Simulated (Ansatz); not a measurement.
# How fast states decay through KLiC2N2O2, part 2 of 3

Wanted: the relaxed cell of KLiC2N2O2, its band edges and its decay constants. It is built by putting Li for part of the K in the KCNO structure of space group Ima2, with the volume rescaled by atomic radii. The parent structure comes from the Materials Project.

Ansatz 0.2.0; r2SCAN DFT, plane waves, PAW files (the session's first sound run).

So far. Step 2 (Relaxing the new crystal): The largest force component on a free atom ends at 0.018 eV/Å.

The structure was built from a prototype and need not be the compound's stable phase.

## 3. The bulk crystal and its band edges

The energy window and the wavevectors of the next steps follow from the band edges, so these are searched first, off the mesh as well.

File input.yaml:

```yaml
crystal:
  lattice:
    - [-2.9080241224, 2.4166828006, 3.7010670552]
    - [2.9080241224, -2.4166828006, 3.7010670552]
    - [3.6976761835, 3.3362931964, -3.7010670552]
  atoms:
    - { symbol: Li, position: [0.4439888492, 0.4439888492, 0.0] }
    - { symbol: K, position: [0.3068602327, 0.8068602327, 0.5] }
    - { symbol: C, position: [0.78263215, 0.4372197739, 0.8041494043] }
    - { symbol: C, position: [0.6330703696, 0.9784827457, 0.1958505957] }
    - { symbol: "N", position: [0.5173376005, 0.3946009537, 0.6931571006] }
    - { symbol: "N", position: [0.7014438531, 0.8241804998, 0.3068428994] }
    - { symbol: O, position: [0.0528860156, 0.4853037397, 0.9235218104] }
    - { symbol: O, position: [0.5617819293, 0.1293642052, 0.0764781896] }
kpoints:
  mp_grid: { grid: [6, 6, 6] }
  band_path: { path: [VBM, CBM], npoints: 30 }
scf:
  occupations: { method: fixed }
hamiltonian:
  xc: r2scan
output:
  eigenvalues: true
  write_potential: true
  write_density: true
  volumetric_format: npy
  elf: true
```

Command:

```sh
ansatz run input.yaml --threads 2 --pin off --max-ram 4096MiB --backend cpu --events-out ev --progress --plain --runs-dir out
```

Numbers of over 12 decimals in the logs are rounded to 6 here.

The program printed:

```text
[...]
Crystal: 8 atoms, lattice volume = 137.962 Å³
Basis set: ecut = 500 eV, 3521 PW (Γ), exchange–correlation on 160×160×192 points (64 copies of the dense FFT grid, shifted against one another)
Bands: 29, of which v1, the nominal top of the filled ones, is band 21 counted from 1 (20 counted from 0)
Symmetry: 2 space group operations
[...]
k-points: 68 of 216 (time reversal used)
[...]
SCF iter   1: F=—  HF=-4160.886584 eV  |F-HF|=—  |Δ(HF+E_count)|=         —  Δρ=7.18e-3  dr2=6.10e-2  dr2_τ=9.94e-1  ethr=1.77e-3  ⟨swp⟩=5.0  Hψ=8169  notcnv=0  defer=378
[...]
SCF iter   8: F=-4160.937385 eV  HF=-4160.937385 eV  |F-HF|=1.82e-8  |Δ(HF+E_count)|=   1.87e-7  Δρ=5.06e-6  dr2=3.08e-8  dr2_τ=1.13e-9  ethr=2.38e-10  ⟨swp⟩=11.4  Hψ=8978  notcnv=0
SCF 1 converged in 8 iterations: F = -4160.937385 eV  dr2 = 3.08e-8
[...]
NSCF: frozen V_eff on 68 k-points
[...]
SCF converged after 8 iterations
Free energy (F): -4160.937385 eV
[...]
Internal energy: -4160.937385 eV  (E = F + TS)
E sigma→0 (E₀):  -4160.937385 eV
Fermi energy:    -0.277012 eV
[...]
--- Band table (eV; the first three rows and the last of 68) ---
  k-point 0: bands = [... 17 lower, -0.9912, -0.8150, -0.7573, -0.2770, 5.0364, 7.2884, 7.5309, 7.7859, ... 4 higher]
  k-point 1: bands = [... 17 lower, -0.9721, -0.8074, -0.7516, -0.3158, 5.2717, 7.2743, 7.5536, 7.8317, ... 4 higher]
  k-point 2: bands = [... 17 lower, -0.9462, -0.7806, -0.7439, -0.3978, 5.8922, 7.2863, 7.5632, 7.7260, ... 4 higher]
  k-point 67: bands = [... 17 lower, -0.9188, -0.7773, -0.7304, -0.3434, 6.8433, 7.2313, 7.2896, 7.4342, ... 4 higher]
```

The job ended after 15 s (2 threads of AMD EPYC 9R45, shared host; peak memory 0.86 GiB).

This step gave:

```yaml
fermi_energy: -0.2770 eV
gap_on_the_k_mesh: 5.313 eV
gap_on_path: 5.313 eV, by band count; negative where bands overlap
direct_gap_on_path: 5.313 eV
edge_places_on_path: 0, 0 1/A along the path
```

Levels at VBM (eV): -7.00, -6.88, -4.90, -4.54, -4.35, -4.15, -3.20, -3.06, -0.71, -0.54, -0.48, 0.00, 5.31, 7.57, 7.81.

Valence density in the ac plane of the cell as run, not the conventional one, at fractional y = 0.437, with atoms of Li and C within 0.2 Å of it. It is the smooth field of the valence electrons, not physical close to the nuclei.

Values in e/Å³, 17 rows by 15 columns, each cell a mean:
```
3.6 4.7 2.5 0.7 0.2 1.9 5.0 2.5 0.2 0.1 0.2 0.2 0.4 0.6 1.4
5.6 4.9 1.8 0.4 0.1 0.5 0.7 0.3 0.2 0.4 0.6 0.8 1.1 1.8 3.3
3.6 2.0 0.6 0.1 0.1 0.1 0.2 0.5 0.9 1.3 1.7 1.7 1.8 2.4 3.2
1.0 0.4 0.1 0.0 0.0 0.2 0.5 1.5 2.5 2.8 2.7 2.0 1.6 1.5 1.3
0.2 0.1 0.0 0.0 0.1 0.3 1.3 2.9 3.4 3.0 2.1 1.3 0.8 0.5 0.3
0.0 0.0 0.0 0.0 0.1 0.6 1.8 2.9 2.6 1.6 0.9 0.5 0.2 0.1 0.1
0.0 0.0 0.0 0.0 0.2 0.5 1.2 1.4 0.9 0.5 0.2 0.1 0.1 0.0 0.0
0.0 0.0 0.0 0.0 0.1 0.3 0.4 0.4 0.2 0.1 0.1 0.0 0.0 0.0 0.0
0.0 0.0 0.0 0.0 0.1 0.1 0.1 0.1 0.1 0.0 0.0 0.0 0.0 0.0 0.0
0.0 0.0 0.0 0.0 0.0 0.0 0.0 0.0 0.0 0.0 0.0 0.0 0.0 0.0 0.0
0.0 0.0 0.0 0.0 0.0 0.0 0.0 0.0 0.0 0.0 0.0 0.0 0.0 0.0 0.0
0.0 0.0 0.0 0.0 0.0 0.0 0.0 0.0 0.0 0.0 0.0 0.0 0.0 0.0 0.0
0.0 0.0 0.0 0.0 0.0 0.0 0.0 0.0 0.0 0.0 0.0 0.0 0.0 0.0 0.0
0.0 0.0 0.0 0.0 0.0 0.0 0.0 0.0 0.0 0.0 0.0 0.0 0.0 0.0 0.0
0.0 0.1 0.1 0.1 0.1 0.0 0.1 0.1 0.1 0.1 0.0 0.0 0.0 0.0 0.0
0.2 0.3 0.4 0.3 0.1 0.1 1.0 2.2 0.9 0.1 0.0 0.0 0.0 0.0 0.1
0.9 1.6 1.3 0.6 0.2 0.9 5.7 6.0 1.2 0.1 0.0 0.1 0.1 0.2 0.3
```
Columns run along a (5.3 Å), rows up along c (6.2 Å). Atoms in or near the plane, at fractional coordinates: Li at (0.44, 0.00), C at (0.78, 0.80).

ELF in the ac plane of the cell as run, not the conventional one, at fractional y = 0.437, with atoms of Li and C within 0.2 Å of it. It is the smooth field of the valence electrons, not physical close to the nuclei.

Values in units of 1e-1, 17 rows by 15 columns, each cell a mean:
```
7.1 7.5 8.5 7.2 1.1 6.3 9.6 6.2 1.0 2.2 4.4 5.2 5.0 5.6 7.1
5.1 7.2 8.5 5.8 0.4 2.6 2.7 1.6 4.4 6.3 7.1 6.6 4.9 7.0 7.4
7.2 8.3 7.7 3.3 0.1 0.6 3.4 6.8 7.7 7.6 8.1 4.2 2.3 7.2 7.5
7.6 7.3 4.5 0.8 0.8 5.3 8.2 8.2 6.3 7.1 7.8 2.6 2.9 7.0 7.2
5.2 3.6 1.0 0.5 4.3 8.4 8.8 6.3 3.3 7.0 8.0 5.4 5.1 5.3 5.0
1.8 0.6 0.2 2.3 7.1 8.9 8.7 6.5 5.8 7.7 7.7 6.0 3.9 2.4 2.1
0.2 0.1 0.7 4.3 7.7 8.8 8.8 8.2 7.5 6.8 5.7 3.4 1.4 0.6 0.4
0.0 0.1 1.0 3.9 6.9 8.2 8.2 7.6 6.1 4.5 2.4 0.8 0.2 0.1 0.0
0.0 0.1 0.5 1.7 3.6 5.4 5.8 4.9 3.1 1.3 0.3 0.1 0.0 0.0 0.0
0.0 0.0 0.1 0.3 0.8 1.5 1.7 1.2 0.4 0.1 0.0 0.0 0.0 0.0 0.0
0.0 0.0 0.1 0.1 0.1 0.2 0.2 0.1 0.1 0.1 0.1 0.1 0.1 0.1 0.0
0.0 0.0 0.0 0.0 0.0 0.0 0.0 0.1 0.1 0.2 0.3 0.3 0.2 0.1 0.0
0.0 0.0 0.1 0.1 0.1 0.0 0.1 0.1 0.2 0.3 0.4 0.3 0.2 0.1 0.0
0.1 0.4 0.8 1.0 0.6 0.1 0.1 0.1 0.2 0.3 0.3 0.2 0.1 0.0 0.0
1.4 3.3 4.6 4.4 2.2 0.2 0.2 0.7 0.5 0.2 0.2 0.1 0.1 0.1 0.3
4.7 6.9 7.6 6.9 3.3 0.3 4.3 7.3 4.2 0.2 0.1 0.2 0.3 0.6 1.7
7.3 8.4 8.6 7.7 2.4 3.2 9.4 9.6 4.9 0.2 0.7 1.5 2.0 2.6 4.6
```
Columns run along a (5.3 Å), rows up along c (6.2 Å). Atoms in or near the plane, at fractional coordinates: Li at (0.44, 0.00), C at (0.78, 0.80).

Electrostatic potential energy in the ac plane of the cell as run, not the conventional one, at fractional y = 0.437, with atoms of Li and C within 0.2 Å of it. With pseudopotentials it is smooth inside the atoms' cores, unlike the true potential.

Ten even steps from '_' (-51 eV) to '@' (7 eV), each cell a mean:
```
::::==%%%%++--++##@@@@@@%%##**
__::**@@%%****%%@@@@%%**::--::
::++@@@@@@%%@@@@####++____..::
%%@@@@@@@@@@@@++::::..____==##
@@@@@@@@@@@@**..__..--::++%%@@
@@@@@@@@@@@@++....**####%%@@@@
@@@@@@@@@@@@##**##@@@@@@@@@@@@
@@@@@@@@@@@@@@@@@@@@@@@@@@@@@@
@@@@@@@@@@@@@@@@@@@@@@@@@@@@@@
@@@@@@@@@@@@@@@@@@@@@@@@@@@@@@
@@@@@@@@@@@@@@@@@@@@@@@@@@@@@@
@@@@@@@@@@@@@@@@@@@@@@@@@@@@@@
@@@@@@@@@@@@@@@@@@@@@@@@@@@@@@
@@@@@@@@@@@@@@@@@@@@@@@@@@@@@@
@@@@@@@@@@@@%%%%%%@@@@@@@@@@@@
@@@@@@@@@@%%**++**%%@@@@@@@@@@
%%**##@@@@**----**%%@@@@@@@@@@
```
Columns run along a (5.3 Å; values clipped at the 3rd and 97th percentile), rows up along c (6.2 Å). Atoms in or near the plane, at fractional coordinates: Li at (0.44, 0.00), C at (0.78, 0.80).

The searched edges give 5.31 eV, as on the mesh.

## 4. Complex bands, plane (010)

This step: r2SCAN DFT, plane waves, PAW files; complex bands by layer matching along the plane's normal (Ansatz 0.2.0).

The same crystal is laid in a cell whose first two vectors span the (010) plane (indices of the standard conventional cell, whose axes can be ordered otherwise than in the bulk input). At fixed energy and wavevector in the plane the solver finds all kz, real and complex. A few wavevectors are listed, (0, 0) and (0.5, 0) in units of the plane's reciprocal vectors; the slowest state needn't be among them.

File input.yaml:

```yaml
crystal:
  lattice:
    - [6.669404757, 0.0, 0.0]
    - [1.575358188, 5.589143922, 0.0]
    - [4.122381473, 2.794571961, 3.701067055]
  atoms:
    - { symbol: Li, position: [0.5560111508, 0.5560111508, 0.8879776984] }
    - { symbol: K, position: [0.1931397673, 0.6931397673, 0.6137204654] }
    - { symbol: C, position: [0.0215172543, 0.3669296304, 0.4157025196] }
    - { symbol: C, position: [0.5627802261, 0.21736785, 0.4157025196] }
    - { symbol: "N", position: [0.1758195002, 0.2985561469, 0.2187814536] }
    - { symbol: "N", position: [0.6053990463, 0.4826623996, 0.2187814536] }
    - { symbol: O, position: [0.8706357948, 0.4382180707, 0.6146679449] }
    - { symbol: O, position: [0.5146962603, 0.9471139844, 0.6146679449] }
kpoints:
  mp_grid: { grid: [6, 6, 6] }
scf:
  occupations: { method: fixed }
hamiltonian:
  xc: r2scan
output:
  eigenvalues: true
  transmission:
    leads: [[0, 0]]
    kpoints: [[0.0, 0.0], [0.5, 0.0]]
    e_range: [-1.0, 6.31]
    de: 0.12
```

The program printed:

```text
[...]
Crystal: 8 atoms, lattice volume = 137.962 Å³
Basis set: ecut = 500 eV, 3521 PW (Γ), exchange–correlation on 200×180×192 points (64 copies of the dense FFT grid, shifted against one another)
Bands: 29, of which v1, the nominal top of the filled ones, is band 21 counted from 1 (20 counted from 0)
Symmetry: 2 space group operations
[...]
k-points: 68 of 216 (time reversal used)
[...]
SCF iter   1: F=—  HF=-4160.886599 eV  |F-HF|=—  |Δ(HF+E_count)|=         —  Δρ=7.18e-3  dr2=6.10e-2  dr2_τ=9.94e-1  ethr=1.77e-3  ⟨swp⟩=5.0  Hψ=8168  notcnv=0  defer=378
[...]
SCF iter   8: F=-4160.937387 eV  HF=-4160.937387 eV  |F-HF|=1.73e-8  |Δ(HF+E_count)|=   1.82e-7  Δρ=5.13e-6  dr2=3.15e-8  dr2_τ=1.18e-9  ethr=2.38e-10  ⟨swp⟩=11.4  Hψ=8999  notcnv=0
SCF 1 converged in 8 iterations: F = -4160.937387 eV  dr2 = 3.15e-8
[...]
transmission: 5 of 10 steps passed
transmission: 10 of 10 steps passed
SCF converged after 8 iterations
Free energy (F): -4160.937387 eV
[...]
Internal energy: -4160.937387 eV  (E = F + TS)
E sigma→0 (E₀):  -4160.937387 eV
Fermi energy:    -0.277013 eV
[...]
--- Band table (eV; the first three rows and the last of 68) ---
  k-point 0: bands = [... 17 lower, -0.9912, -0.8150, -0.7573, -0.2770, 5.0364, 7.2884, 7.5309, 7.7859, ... 4 higher]
  k-point 1: bands = [... 17 lower, -1.0569, -0.7275, -0.7096, -0.3208, 5.4277, 7.2878, 7.3581, 7.7643, ... 4 higher]
  k-point 2: bands = [... 17 lower, -1.0277, -0.7112, -0.6856, -0.3574, 6.4397, 6.9779, 7.4120, 7.4173, ... 4 higher]
  k-point 67: bands = [... 17 lower, -0.9386, -0.7623, -0.7396, -0.4434, 6.4547, 7.2795, 7.3413, 7.5621, ... 4 higher]
--- Transmission ---
  basis      : 387 plane waves across, 5 finite elements along
  points     : 2, as listed
  energies   : 61 from -1.000000 to 6.200000 eV about the Fermi level, 0.120000 eV apart; the leads are filled to 2.656710 eV, and channels, transmission and decay are at 2.600000 eV
  crystal 0  : N2C2K1O2Li1, at the sites [0, 0], period 3.7011 Å: whole cells are its period
    offset         : up to 0.0000 Å between an atom of the period and one for which it stands
    channels       : 0.000000e0 a spin
    conductance    : none, the energies end too early or step too widely for 300 K: set another output.transmission.e_range or a lower de, or, where they end at an eighth of basis.ecutwfc, a higher one
    slowest decay  : 0.7357 /Å at (0.0000, 0.0000)
```

Run time: 39 s. Hardware: 2 threads; peak memory 1.8 GiB.

This step gave:

| Property | Result |
| --- | --- |
| level to which the leads are filled | 2.657 eV from the Fermi level |
| decay constant at the filling level, zone centre | 0.7357 Å⁻¹ |
| decay constant at the filling level, slowest listed point | 0.7357 Å⁻¹ |

K parallel (0, 0); values up to 1.5 1/Å, a degenerate pair printed once or twice; energies at which all values exceed this have no row. Im kz of the slowest decaying states against energy, zero at the highest filled level on the SCF mesh:

| energy (eV) | decay 1 (Å⁻¹) | decay 2 (Å⁻¹) | decay 3 (Å⁻¹) | decay 4 (Å⁻¹) |
| --- | --- | --- | --- | --- |
| -1.00 | 0.425 | 0.688 | 0.721 | 0.856 |
| -0.76 | 0.578 | 0.646 | 0.906 | 1.26 |
| -0.40 | 0.212 | 0.766 | 0.961 | 1.24 |
| -0.16 | 0.277 | 0.390 | 0.800 | 0.988 |
| -0.04 | 0.244 | 0.460 | 0.813 | 1.000 |
| 0.20 | 0.446 | 0.536 | 0.557 | 0.836 |
| 0.44 | 0.591 | 0.628 | 0.643 | 0.856 |
| 0.68 | 0.682 | 0.686 | 0.707 | 0.878 |
| 1.04 | 0.762 | 0.764 | 0.780 | 0.916 |
| 1.28 | 0.785 | 0.811 | 0.830 | 0.949 |
| 1.64 | 0.802 | 0.890 | 0.893 | 0.996 |
| 1.88 | 0.807 | 0.921 | 0.928 | 0.937 |
| 2.12 | 0.808 | 0.846 | 0.958 | 0.967 |
| 2.48 | 0.759 | 0.806 | 0.992 | 0.997 |
| 2.72 | 0.714 | 0.802 | 1.00 | 1.02 |
| 3.08 | 0.652 | 0.793 | 1.01 | 1.03 |
| 3.32 | 0.613 | 0.785 | 1.01 | 1.01 |
| 3.56 | 0.574 | 0.775 | 0.984 | 1.01 |
| 3.92 | 0.512 | 0.757 | 0.940 | 1.01 |
| 4.16 | 0.467 | 0.744 | 0.911 | 0.999 |
| 4.52 | 0.389 | 0.719 | 0.868 | 0.986 |
| 4.76 | 0.327 | 0.700 | 0.839 | 0.974 |
| 5.00 | 0.247 | 0.679 | 0.808 | 0.959 |
| 5.36 | 0.641 | 0.760 | 0.931 | 0.932 |
| 5.60 | 0.612 | 0.725 | 0.868 | 0.902 |
| 5.96 | 0.559 | 0.667 | 0.792 | 0.838 |
| 6.20 | 0.516 | 0.624 | 0.742 | 0.793 |

K parallel (0.5, 0); values up to 1.5 1/Å, a degenerate pair printed once or twice; energies at which all values exceed this have no row. Table of Im kz of the slowest decaying states by energy, zero at the highest filled level on the SCF mesh:

| energy (eV) | decay 1 (Å⁻¹) | decay 2 (Å⁻¹) | decay 3 (Å⁻¹) | decay 4 (Å⁻¹) |
| --- | --- | --- | --- | --- |
| -1.000 | 0.538 | 0.881 | 1.19 | 1.42 |
| -0.520 | 0.0458 | 0.414 | 0.897 | 1.18 |
| -0.040 | 0.456 | 0.548 | 0.892 | 1.16 |
| 0.440 | 0.615 | 0.933 | 0.968 | 1.26 |
| 1.040 | 0.731 | 0.931 | 1.00 | 1.04 |
| 1.520 | 0.862 | 0.947 | 1.20 | 1.35 |
| 2.000 | 0.865 | 0.973 | 1.20 | 1.36 |
| 2.480 | 0.858 | 1.01 | 1.19 | 1.33 |
| 2.960 | 0.837 | 1.06 | 1.17 | 1.29 |
| 3.440 | 0.805 | 1.09 | 1.14 | 1.27 |
| 4.040 | 0.756 | 1.03 | 1.09 | 1.19 |
| 4.520 | 0.712 | 0.963 | 1.06 | 1.20 |
| 5.000 | 0.659 | 0.902 | 1.01 | 1.18 |
| 5.480 | 0.546 | 0.644 | 0.837 | 0.944 |
| 5.960 | 0.366 | 0.648 | 0.762 | 0.872 |

At the listed wavevectors the last open channel is at -0.04 eV and the next at +5.36 eV on the grid. At +2.60 eV, the grid energy nearest the filling level (the middle of the gap on the SCF mesh), the slowest state at the listed wavevectors decays with κ = 0.736 Å⁻¹, its amplitude falling by e over 1.4 Å. Through 1 nm of this crystal that state's transmission falls by exp(−2 × 0.736 Å⁻¹ × 10 Å) = 4.1e-7.

## 5. Decay over the two-dimensional zone

The listed points could miss the slowest state, so one energy near mid-gap is solved on a mesh of 10×12.

Changes to input.yaml since step 4:

```diff
@@ -22,6 +22,2 @@
   eigenvalues: true
-  transmission:
-    leads: [[0, 0]]
-    kpoints: [[0.0, 0.0], [0.5, 0.0]]
-    e_range: [-1.0, 6.31]
-    de: 0.12
+  transmission: { leads: [[0, 0]], kmesh: [10, 12], e_range: [2.66, 2.67], de: 0.05 }
```

The program printed:

```text
[...]
Crystal: 8 atoms, lattice volume = 137.962 Å³
Basis set: ecut = 500 eV, 3521 PW (Γ), exchange–correlation on 200×180×192 points (64 copies of the dense FFT grid, shifted against one another)
Bands: 29, of which v1, the nominal top of the filled ones, is band 21 counted from 1 (20 counted from 0)
Symmetry: 2 space group operations
[...]
k-points: 68 of 216 (time reversal used)
[...]
SCF iter   1: F=—  HF=-4160.886599 eV  |F-HF|=—  |Δ(HF+E_count)|=         —  Δρ=7.18e-3  dr2=6.10e-2  dr2_τ=9.94e-1  ethr=1.77e-3  ⟨swp⟩=5.0  Hψ=8168  notcnv=0  defer=378
[...]
SCF iter   8: F=-4160.937387 eV  HF=-4160.937387 eV  |F-HF|=1.73e-8  |Δ(HF+E_count)|=   1.82e-7  Δρ=5.13e-6  dr2=3.15e-8  dr2_τ=1.18e-9  ethr=2.38e-10  ⟨swp⟩=11.4  Hψ=8999  notcnv=0
SCF 1 converged in 8 iterations: F = -4160.937387 eV  dr2 = 3.15e-8
[...]
transmission: 40 of 310 steps passed
transmission: 80 of 310 steps passed
[...]
transmission: 310 of 310 steps passed
SCF converged after 8 iterations
Free energy (F): -4160.937387 eV
[...]
Internal energy: -4160.937387 eV  (E = F + TS)
E sigma→0 (E₀):  -4160.937387 eV
Fermi energy:    -0.277013 eV
[...]
--- Band table (eV; the first three rows and the last of 68) ---
  k-point 0: bands = [... 17 lower, -0.9912, -0.8150, -0.7573, -0.2770, 5.0364, 7.2884, 7.5309, 7.7859, ... 4 higher]
  k-point 1: bands = [... 17 lower, -1.0569, -0.7275, -0.7096, -0.3208, 5.4277, 7.2878, 7.3581, 7.7643, ... 4 higher]
  k-point 2: bands = [... 17 lower, -1.0277, -0.7112, -0.6856, -0.3574, 6.4397, 6.9779, 7.4120, 7.4173, ... 4 higher]
  k-point 67: bands = [... 17 lower, -0.9386, -0.7623, -0.7396, -0.4434, 6.4547, 7.2795, 7.3413, 7.5621, ... 4 higher]
--- Transmission ---
  basis      : 387 plane waves across, 5 finite elements along
  points     : 62, standing for a mesh of 10 x 12
  energies   : 1 from 2.660000 to 2.660000 eV about the Fermi level; the leads are filled to 2.656710 eV, and channels, transmission and decay are at 2.660000 eV
[...]
channels       : 0.000000e0 a spin
    conductance    : none, crystal 0 has no channel at the energies, or these end too early or step too widely for 300 K: set another output.transmission.e_range or a lower de, or, where they end at an eighth of basis.ecutwfc, a higher one
    slowest decay  : 0.7245 /Å at (0.0000, 0.0000)
```

Elapsed: 83 s, on 2 threads; peak memory 1.6 GiB.

This step gave:

| Quantity | Value |
| --- | --- |
| least decay constant on the mesh | 0.7245 Å⁻¹ |

Slowest decay constant (1/Å; 0 where a channel is open) over k1 and k2. At 2.6600 eV from the Fermi level.

Values, 12 rows by 10 columns:
```
0.767 0.800 0.858 0.871 0.867 0.849 0.823 0.801 0.770 0.758
0.806 0.849 0.842 0.842 0.849 0.830 0.797 0.780 0.765 0.773
0.838 0.825 0.825 0.839 0.860 0.803 0.770 0.766 0.781 0.812
0.826 0.822 0.838 0.874 0.851 0.767 0.745 0.754 0.798 0.846
0.832 0.840 0.874 0.888 0.783 0.736 0.732 0.763 0.864 0.845
0.851 0.856 0.870 0.820 0.743 0.725 0.743 0.820 0.870 0.856
0.832 0.845 0.864 0.763 0.732 0.736 0.783 0.888 0.874 0.840
0.826 0.846 0.798 0.754 0.745 0.767 0.851 0.874 0.838 0.822
0.838 0.812 0.781 0.766 0.770 0.803 0.860 0.839 0.825 0.825
0.806 0.773 0.765 0.780 0.797 0.830 0.849 0.842 0.842 0.849
0.767 0.758 0.770 0.801 0.823 0.849 0.867 0.871 0.858 0.800
0.756 0.766 0.797 0.844 0.850 0.864 0.850 0.844 0.797 0.766
```
Columns: k1 (b1) from -0.5 to 0.4; rows upwards: k2 (b2) from -0.5 to 0.417.

The least value on the mesh is 0.725 Å⁻¹ at +2.66 eV. At that energy the listed points give about 0.725 Å⁻¹ by interpolation, so the mesh holds no clearly slower state.

(Part 2 of 3 ends here.)

[Logs are printed without paths, hosts, clocks, repeated set-up lines and the standing remarks that a program may print on its own settings, such as how far it seeks lower states.]

[Hosts, paths, dates, database ids (printed as entryN), source tags and the programs' standing remarks are cut or masked in the printed files.]
